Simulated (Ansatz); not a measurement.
# TaSi2: which shell does photoemission see at 21.2 and 150 eV? (PBE)

The valence band of TaSi2 mixes several shells. Work out by hand which one leads the spectrum's area at each photon energy.

Filled states come from the projected DOS of Ansatz 0.2.0 (PBE, plane waves); cross sections σ and asymmetry parameters β are those of free atoms in a Dirac–Hartree–Slater calculation. A shell's area is states × σ × angular factor, which is 1 + β·P₂(cos θ) for linear light, with θ = 10° from the polarisation and P₂ = 0.955.

**At 21.2 eV** (states counted from 11.2 eV below the zero; other shells add 0.63 to the products' sum of 102):

| shell | filled states a cell | cross section (Mb an electron) | β | angular factor | product | share by hand (%) | share in the simulated spectrum (%) |
| --- | --- | --- | --- | --- | --- | --- | --- |
| Ta 5d | 13.30 | 5.18 | 0.40 | 1.38 | 95.4 | 93 | 93 |
| Si 3s | 6.29 | 0.129 | 2.00 | 2.91 | 2.36 | 2 | 2 |
| Si 3p | 15.53 | 0.148 | 0.75 | 1.71 | 3.93 | 4 | 4 |

**At 150 eV** (states counted from 14.8 eV below the zero; other shells add 0.026 to the products' sum of 2.54):

```
shell  filled states a cell  cross section (Mb an electron)     β  angular factor  product  share by hand (%)  share in the simulated spectrum (%)
Ta 5d                 13.35                         0.00926  1.38            2.32    0.287                 11                                   11
Si 3s                  7.25                          0.0407  2.00            2.91    0.859                 34                                   34
Si 3p                 15.92                          0.0341  1.60            2.53     1.37                 54                                   54
```

Ta 5d leads at 21.2 eV and Si 3p at 150 eV. Between the two energies σ of Ta 5d changes by a factor 0.0018 and that of Si 3p by 0.23, so their ratio moves 129-fold in favour of the second. The simulated spectrum uses the same rule on the energy-resolved DOS, so the two share columns agree within a few points.

The potential files freeze Ta 4f, so these lines are missing from the sums. Only crystals where the two columns agree within 4 points and the lead is clear are worked in this form. Free-atom cross sections ignore the solid's final states, no escape depth or background enters, and the count of states a shell hangs on the projection.

[Logs are printed without paths, hosts, clocks, repeated set-up lines and the standing remarks that a program may print on its own settings, such as how far it seeks lower states.]
